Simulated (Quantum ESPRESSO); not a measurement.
# MoSi2N4, 1 layer, rectangular cell: a series in strain along the second axis, part 5 of 7

What law, if any, do the results for MoSi2N4, 1 layer, rectangular cell follow against strain along the second axis?

Quantum ESPRESSO 7.5; plane-wave DFT, PBE, GBRV ultrasoft pseudopotentials.

So far. Step 3 (Relaxing the ions, -4 %): The relaxation lowers the energy by 6 meV an atom. Step 6 (Band structure, -4 %): Along this path the valence top lies at Γ and the conduction bottom between Γ and X.

### 7. Relaxation with pw.x, -3 %

m1.relax.in

```
&control
  prefix = 'm1.relax'
  outdir = './out'
  pseudo_dir = './pseudo'
  nstep = 40
  forc_conv_thr = 0.0003
  calculation = 'relax'
  tstress = .true.
/
&system
  ibrav = 0
  nat = 14
  ntyp = 3
  ecutwfc = 50
  ecutrho = 250
  occupations = 'smearing'
  smearing = 'fd'
  degauss = 0.002
/
&electrons
  conv_thr = 1e-09
  mixing_beta = 0.4
  electron_maxstep = 120
  mixing_mode = 'plain'
/
&ions
/
ATOMIC_SPECIES
  N   14.0070  n_pbe_v1.2.uspp.F.UPF
  Si  28.0850  si_pbe_v1.uspp.F.UPF
  Mo  95.9500  mo_pbe_v1.uspp.F.UPF
CELL_PARAMETERS angstrom
  2.90109390800000 0.00000000000000 0.00000000000000
  0.00000000000000 4.87408941068000 0.00000000000000
  0.00000000000000 0.00000000000000 21.86179061700000
ATOMIC_POSITIONS crystal
  N   0.000000000000 -0.000002212400 0.338239788300
  N   0.500000000000 0.499997962500 0.338239262400
  Si  0.999999999900 0.333331360600 0.362097995900
  Si  0.500000000000 0.833330834200 0.362098062100
  N   0.999999999900 0.333336472600 0.442564743100
  N   0.500000000000 0.833335723000 0.442564790800
  Mo  0.000000000000 0.000003470700 0.500000000000
  Mo  0.500000000000 0.500002915500 0.500000000000
  N   0.999999999900 0.333336472600 0.557435256900
  N   0.500000000000 0.833335723000 0.557435209200
  Si  0.999999999900 0.333331360600 0.637902004100
  Si  0.500000000000 0.833330834200 0.637901937900
  N   0.000000000000 -0.000002212400 0.661760211700
  N   0.500000000000 0.499997962500 0.661760737600
K_POINTS automatic
  12 8 1 0 0 0
```

Launch:

```bash
> OMP_NUM_THREADS=1 mpirun -n 4 pw.x -nk 4 -in m1.relax.in > m1.relax.out
```

The log of the run:

```text
[banner, memory and clock lines left out]
Program PWSCF v.7.5 starts
[...]
Message from routine setup:
[...]
number of electrons       =        84.00
     number of Kohn-Sham states=           50
     kinetic-energy cutoff     =      50.0000  Ry
     charge density cutoff     =     250.0000  Ry
[...]
number of k points=    35  Fermi-Dirac smearing, width (Ry)=  0.0020
[...]
Dense  grid:   139087 G-vectors     FFT dimensions: (  27,  48, 216)
[...]
negative rho (up, down):  3.080E-03 0.000E+00
     Starting wfcs are   74 randomized atomic wfcs
[...]
negative rho (up, down):  2.949E-03 0.000E+00
[...]
estimated scf accuracy    <       3.96965092 Ry
[...]
negative rho (up, down):  3.143E-03 0.000E+00
[...]
estimated scf accuracy    <       1.11785235 Ry
[...]
negative rho (up, down):  3.188E-03 0.000E+00
[...]
estimated scf accuracy    <       0.45686354 Ry
[...]
negative rho (up, down):  3.387E-03 0.000E+00
[...]
estimated scf accuracy    <       0.02787885 Ry
[...]
negative rho (up, down):  3.522E-03 0.000E+00
[...]
estimated scf accuracy    <       0.01361742 Ry
[...]
negative rho (up, down):  3.551E-03 0.000E+00
[...]
estimated scf accuracy    <       0.00141893 Ry
[...]
negative rho (up, down):  3.561E-03 0.000E+00
[...]
estimated scf accuracy    <       0.00016119 Ry
[...]
negative rho (up, down):  3.565E-03 0.000E+00
[...]
estimated scf accuracy    <       0.00003644 Ry
[...]
negative rho (up, down):  3.566E-03 0.000E+00
[...]
estimated scf accuracy    <       0.00001281 Ry
[...]
negative rho (up, down):  3.568E-03 0.000E+00
[...]
estimated scf accuracy    <       0.00000675 Ry
[...]
negative rho (up, down):  3.569E-03 0.000E+00
[...]
estimated scf accuracy    <       0.00000035 Ry
[...]
negative rho (up, down):  3.569E-03 0.000E+00
[...]
estimated scf accuracy    <       0.00000004 Ry
[...]
negative rho (up, down):  3.569E-03 0.000E+00
[...]
estimated scf accuracy    <          6.4E-09 Ry
[...]
negative rho (up, down):  3.569E-03 0.000E+00
[...]
estimated scf accuracy    <          2.0E-09 Ry
[...]
negative rho (up, down):  3.569E-03 0.000E+00
[...]
estimated scf accuracy    <          1.4E-09 Ry
[...]
negative rho (up, down):  3.570E-03 0.000E+00
[...]
the Fermi energy is     4.1236 ev
!    total energy              =    -479.11351015 Ry
     estimated scf accuracy    <          5.2E-10 Ry
     smearing contrib. (-TS)   =      -0.00000000 Ry
     internal energy E=F+TS    =    -479.11351015 Ry
[...]
one-electron contribution =   -4993.76668406 Ry
     hartree contribution      =    2517.66685376 Ry
     xc contribution           =    -100.57407734 Ry
     ewald contribution        =    2097.56039749 Ry
     convergence has been achieved in  16 iterations
     negative rho (up, down):  3.570E-03 0.000E+00
[...]
Total force =     0.070705     Total SCF correction =     0.000045
[...]
negative rho (up, down):  3.570E-03 0.000E+00
[...]
negative rho (up, down):  3.597E-03 0.000E+00
[...]
negative rho (up, down):  3.578E-03 0.000E+00
[...]
estimated scf accuracy    <       0.00289975 Ry
[...]
negative rho (up, down):  3.583E-03 0.000E+00
[...]
estimated scf accuracy    <       0.00285344 Ry
[...]
negative rho (up, down):  3.582E-03 0.000E+00
[...]
estimated scf accuracy    <       0.00010385 Ry
[...]
negative rho (up, down):  3.581E-03 0.000E+00
[...]
estimated scf accuracy    <       0.00002605 Ry
[...]
negative rho (up, down):  3.581E-03 0.000E+00
[...]
estimated scf accuracy    <       0.00000284 Ry
[...]
negative rho (up, down):  3.581E-03 0.000E+00
[...]
estimated scf accuracy    <       0.00000096 Ry
[...]
negative rho (up, down):  3.581E-03 0.000E+00
[...]
estimated scf accuracy    <       0.00000010 Ry
[...]
negative rho (up, down):  3.581E-03 0.000E+00
[...]
estimated scf accuracy    <       0.00000009 Ry
[...]
negative rho (up, down):  3.581E-03 0.000E+00
[...]
estimated scf accuracy    <       0.00000002 Ry
[...]
negative rho (up, down):  3.581E-03 0.000E+00
[...]
estimated scf accuracy    <          6.9E-09 Ry
[...]
negative rho (up, down):  3.581E-03 0.000E+00
[...]
the Fermi energy is     3.9937 ev
!    total energy              =    -479.11552113 Ry
     estimated scf accuracy    <          1.6E-10 Ry
     smearing contrib. (-TS)   =      -0.00000000 Ry
     internal energy E=F+TS    =    -479.11552113 Ry
[...]
one-electron contribution =   -4988.51279422 Ry
     hartree contribution      =    2514.72876112 Ry
     xc contribution           =    -100.55129460 Ry
     ewald contribution        =    2095.21980657 Ry
     convergence has been achieved in  11 iterations
     negative rho (up, down):  3.581E-03 0.000E+00
[...]
Total force =     0.023576     Total SCF correction =     0.000041
[...]
negative rho (up, down):  3.581E-03 0.000E+00
[...]
negative rho (up, down):  3.570E-03 0.000E+00
[...]
negative rho (up, down):  3.574E-03 0.000E+00
[...]
estimated scf accuracy    <       0.00019934 Ry
[...]
negative rho (up, down):  3.573E-03 0.000E+00
[...]
estimated scf accuracy    <       0.00027146 Ry
[...]
negative rho (up, down):  3.575E-03 0.000E+00
[...]
estimated scf accuracy    <       0.00000592 Ry
[...]
negative rho (up, down):  3.576E-03 0.000E+00
[...]
estimated scf accuracy    <       0.00000416 Ry
[...]
negative rho (up, down):  3.577E-03 0.000E+00
[...]
estimated scf accuracy    <       0.00000079 Ry
[...]
negative rho (up, down):  3.577E-03 0.000E+00
[...]
estimated scf accuracy    <       0.00000034 Ry
[...]
negative rho (up, down):  3.577E-03 0.000E+00
[...]
estimated scf accuracy    <          1.0E-08 Ry
[...]
negative rho (up, down):  3.577E-03 0.000E+00
[...]
estimated scf accuracy    <          8.3E-09 Ry
[...]
negative rho (up, down):  3.577E-03 0.000E+00
[...]
estimated scf accuracy    <          2.0E-09 Ry
[...]
negative rho (up, down):  3.577E-03 0.000E+00
[...]
the Fermi energy is     4.0047 ev
!    total energy              =    -479.11579814 Ry
     estimated scf accuracy    <          7.8E-11 Ry
     smearing contrib. (-TS)   =      -0.00000000 Ry
     internal energy E=F+TS    =    -479.11579814 Ry
[...]
one-electron contribution =   -4986.25552615 Ry
     hartree contribution      =    2513.67331535 Ry
     xc contribution           =    -100.54639318 Ry
     ewald contribution        =    2094.01280584 Ry
     convergence has been achieved in  10 iterations
     negative rho (up, down):  3.577E-03 0.000E+00
[...]
Total force =     0.011888     Total SCF correction =     0.000020
[...]
negative rho (up, down):  3.577E-03 0.000E+00
[...]
negative rho (up, down):  3.562E-03 0.000E+00
[...]
negative rho (up, down):  3.567E-03 0.000E+00
[...]
estimated scf accuracy    <       0.00007498 Ry
[...]
negative rho (up, down):  3.569E-03 0.000E+00
[...]
estimated scf accuracy    <       0.00004381 Ry
[...]
negative rho (up, down):  3.573E-03 0.000E+00
[...]
estimated scf accuracy    <       0.00000624 Ry
[...]
negative rho (up, down):  3.575E-03 0.000E+00
[...]
estimated scf accuracy    <       0.00000063 Ry
[...]
negative rho (up, down):  3.575E-03 0.000E+00
[...]
estimated scf accuracy    <       0.00000008 Ry
[...]
negative rho (up, down):  3.576E-03 0.000E+00
[...]
estimated scf accuracy    <       0.00000002 Ry
[...]
negative rho (up, down):  3.576E-03 0.000E+00
[...]
estimated scf accuracy    <       0.00000001 Ry
[...]
negative rho (up, down):  3.576E-03 0.000E+00
[...]
estimated scf accuracy    <          8.5E-10 Ry
[...]
negative rho (up, down):  3.576E-03 0.000E+00
[...]
estimated scf accuracy    <          2.9E-10 Ry
[...]
negative rho (up, down):  3.576E-03 0.000E+00
[...]
estimated scf accuracy    <          4.8E-11 Ry
[...]
negative rho (up, down):  3.576E-03 0.000E+00
[...]
the Fermi energy is     3.9588 ev
!    total energy              =    -479.11646789 Ry
     estimated scf accuracy    <          1.6E-12 Ry
     smearing contrib. (-TS)   =      -0.00000000 Ry
     internal energy E=F+TS    =    -479.11646789 Ry
[...]
one-electron contribution =   -4959.48008448 Ry
     hartree contribution      =    2500.26347099 Ry
     xc contribution           =    -100.48548185 Ry
     ewald contribution        =    2080.58562745 Ry
     convergence has been achieved in  10 iterations
     negative rho (up, down):  3.584E-03 0.000E+00
[...]
Total force =     0.002352     Total SCF correction =     0.000003
[...]
negative rho (up, down):  3.584E-03 0.000E+00
[...]
```

Wall time 34 min (4 MPI ranks of Arm Neoverse V1, shared host); peak memory 1.4 GiB.

The steps of the relaxation:

```
step  energy less that of the first step (eV)  largest force (eV/Å)
   1                                   0.0000                0.5983
   2                                  -0.0274                0.2417
   3                                  -0.0311                0.1051
   4                                  -0.0341                0.1017
   5                                  -0.0366                0.1104
   6                                  -0.0391                0.0783
   7                                  -0.0400                0.0257
   8                                  -0.0401                0.0184
   9                                  -0.0401                0.0181
  10                                  -0.0402                0.0266
  11                                  -0.0403                0.0269
  12                                  -0.0404                0.0154
  13                                  -0.0404                0.0029
```

The atoms that moved most (Å):

```
atom     dx      dy      dz  length
  N2  0.000  -0.021  -0.026   0.034
 N14  0.000  -0.021   0.026   0.034
 N13  0.000  -0.021   0.026   0.034
  N1  0.000  -0.021  -0.026   0.034
  N6  0.000   0.019  -0.012   0.022
 N10  0.000   0.019   0.012   0.022
  N9  0.000   0.019   0.012   0.022
  N5  0.000   0.019  -0.012   0.022
```

The relaxation lowers the energy by 3 meV an atom.

Read from the output:

| Quantity | Value |
| --- | --- |
| free energy | -6518.7118 eV |
| Fermi energy | 3.962 eV |

### 8. Ground state, -3 %

m1.scf.in

```
&control
  prefix = 'm1.scf'
  outdir = './out'
  pseudo_dir = './pseudo'
  calculation = 'scf'
  tprnfor = .true.
/
&system
  ibrav = 0
  nat = 14
  ntyp = 3
  ecutwfc = 40
  ecutrho = 200
  occupations = 'smearing'
  smearing = 'fd'
  degauss = 0.002
  nbnd = 46
/
&electrons
  conv_thr = 1e-09
  mixing_beta = 0.4
  electron_maxstep = 120
  mixing_mode = 'plain'
/
ATOMIC_SPECIES
  N   14.0070  n_pbe_v1.2.uspp.F.UPF
  Si  28.0850  si_pbe_v1.uspp.F.UPF
  Mo  95.9500  mo_pbe_v1.uspp.F.UPF
CELL_PARAMETERS angstrom
  2.90109390800000 0.00000000000000 0.00000000000000
  0.00000000000000 4.87408941068000 0.00000000000000
  0.00000000000000 0.00000000000000 21.86179061700000
ATOMIC_POSITIONS crystal
  N   0.000000000000 -0.004372227800 0.337038926100
  N   0.500000000000 0.495627452800 0.337038384400
  Si  0.999999999900 0.332581503300 0.361697774600
  Si  0.500000000000 0.832580938400 0.361697766400
  N   0.999999999900 0.337225236800 0.442020928200
  N   0.500000000000 0.837224344000 0.442020871300
  Mo  0.000000000000 0.002465559700 0.500000000000
  Mo  0.500000000000 0.502466612800 0.500000000000
  N   0.999999999900 0.337225236800 0.557979071800
  N   0.500000000000 0.837224344000 0.557979128700
  Si  0.999999999900 0.332581503300 0.638302225400
  Si  0.500000000000 0.832580938400 0.638302233600
  N   0.000000000000 -0.004372227800 0.662961073900
  N   0.500000000000 0.495627452800 0.662961615600
K_POINTS automatic
  12 8 1 0 0 0
```

Launch:

```bash
> OMP_NUM_THREADS=1 mpirun -n 4 pw.x -nk 4 -in m1.scf.in > m1.scf.out
```

The log of the run:

```text
[banner, memory and clock lines left out]
Program PWSCF v.7.5 starts
[...]
Message from routine setup:
[...]
number of electrons       =        84.00
     number of Kohn-Sham states=           46
     kinetic-energy cutoff     =      40.0000  Ry
     charge density cutoff     =     200.0000  Ry
[...]
number of k points=    35  Fermi-Dirac smearing, width (Ry)=  0.0020
[...]
Dense  grid:    99737 G-vectors     FFT dimensions: (  25,  45, 192)
[...]
negative rho (up, down):  3.133E-03 0.000E+00
     Starting wfcs are   74 randomized atomic wfcs
[...]
negative rho (up, down):  3.229E-03 0.000E+00
[...]
estimated scf accuracy    <       3.93293593 Ry
[...]
negative rho (up, down):  3.360E-03 0.000E+00
[...]
estimated scf accuracy    <       0.82492714 Ry
[...]
negative rho (up, down):  3.513E-03 0.000E+00
[...]
estimated scf accuracy    <       0.23239100 Ry
[...]
negative rho (up, down):  3.818E-03 0.000E+00
[...]
estimated scf accuracy    <       0.02089089 Ry
[...]
negative rho (up, down):  3.915E-03 0.000E+00
[...]
estimated scf accuracy    <       0.00872966 Ry
[...]
negative rho (up, down):  3.935E-03 0.000E+00
[...]
estimated scf accuracy    <       0.00039048 Ry
[...]
negative rho (up, down):  3.938E-03 0.000E+00
[...]
estimated scf accuracy    <       0.00024215 Ry
[...]
negative rho (up, down):  3.941E-03 0.000E+00
[...]
estimated scf accuracy    <       0.00002435 Ry
[...]
negative rho (up, down):  3.943E-03 0.000E+00
[...]
estimated scf accuracy    <       0.00005070 Ry
[...]
negative rho (up, down):  3.944E-03 0.000E+00
[...]
estimated scf accuracy    <       0.00000248 Ry
[...]
negative rho (up, down):  3.945E-03 0.000E+00
[...]
estimated scf accuracy    <       0.00000010 Ry
[...]
negative rho (up, down):  3.945E-03 0.000E+00
[...]
estimated scf accuracy    <       0.00000005 Ry
[...]
negative rho (up, down):  3.945E-03 0.000E+00
[...]
estimated scf accuracy    <          9.7E-09 Ry
[...]
negative rho (up, down):  3.945E-03 0.000E+00
[...]
estimated scf accuracy    <          3.8E-09 Ry
[...]
negative rho (up, down):  3.945E-03 0.000E+00
[...]
the Fermi energy is     3.3595 ev
!    total energy              =    -479.11330382 Ry
     estimated scf accuracy    <          1.9E-10 Ry
     smearing contrib. (-TS)   =      -0.00000000 Ry
     internal energy E=F+TS    =    -479.11330382 Ry
[...]
one-electron contribution =   -4961.53925498 Ry
     hartree contribution      =    2501.29634644 Ry
     xc contribution           =    -100.48976763 Ry
     ewald contribution        =    2081.61937234 Ry
     convergence has been achieved in  15 iterations
     negative rho (up, down):  3.945E-03 0.000E+00
[...]
Total force =     0.000547     Total SCF correction =     0.000046
[...]
```

Elapsed: 2.5 min, on 4 MPI ranks; peak memory 1 GiB.

Read from the output:

| Property | Result |
| --- | --- |
| free energy | -6518.6686 eV |
| Fermi energy | 3.360 eV |
| valence top, on the run's zero | 2.400 eV |
| conduction bottom, on the run's zero | 4.736 eV |
| gap by band count | 2.337 eV |

(Part 5 of 7 ends here.)

[Logs are printed without paths, hosts, clocks, repeated set-up lines and the standing remarks that a program may print on its own settings, such as how far it seeks lower states.]

[Hosts, paths, dates, database ids (printed as entryN), source tags and the programs' standing remarks are cut or masked in the printed files.]

[Maps of the electrostatic potential energy from Ansatz leave out the sawtooth potential of an applied field or a dipole correction, so their vacuum need not be flat; planar profiles and work functions include it.]
